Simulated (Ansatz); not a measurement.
# A thicker film of SrO (110) from five thinner ones

In a field along its normal an insulating film takes a dipole p. Written as a length, p/(ε₀AE), it should grow by 1 − 1/ε for each ångström added.

**Method.** Ansatz 0.2.0, plane waves with PAW datasets (its set soft_2), PBE; rocksalt films relaxed at a bulk in-plane lattice constant near the measured one, then held in weak fields of both signs with a dipole correction (A is the cell's area, E the outer field).

```tsv
run	distance between the outer atoms (Å)	p/(ε₀AE) (Å)
5 units	7.173	8.117
6 units	9.048	9.381
8 units	12.729	12.113
9 units	14.566	13.482
12 units	20.104	17.556
16 units	27.483	?
```

Q: Estimate the withheld value from the rows shown.

A least-squares line through the 5 rows shown has slope 0.7331 and intercept 2.8018; no row lies more than 0.057 Å off it. That slope means ε = 1/(1 − 0.7331) = 3.75. At 27.483 it gives 0.7331 × 27.483 + 2.8018 = 22.950 Å, beyond the rows fitted. Rounding and scatter of the rows alone allow about ±0.129 Å there.

The run itself gives 22.994 Å: a miss of +0.044 Å, or 0.2 % of the value. The length is met to within 1 %, though ε is more sensitive than the length: the two thickest films give ε = 3.80.

**Limits.** This is the electronic response alone. A unit is one step of the cut along the normal (a plane, a pair of planes or a cell), and the layers relax along it, away from their bulk spacing where the functional's lattice constant differs from the one held.

[Logs are printed without paths, hosts, clocks, repeated set-up lines and the standing remarks that a program may print on its own settings, such as how far it seeks lower states.]
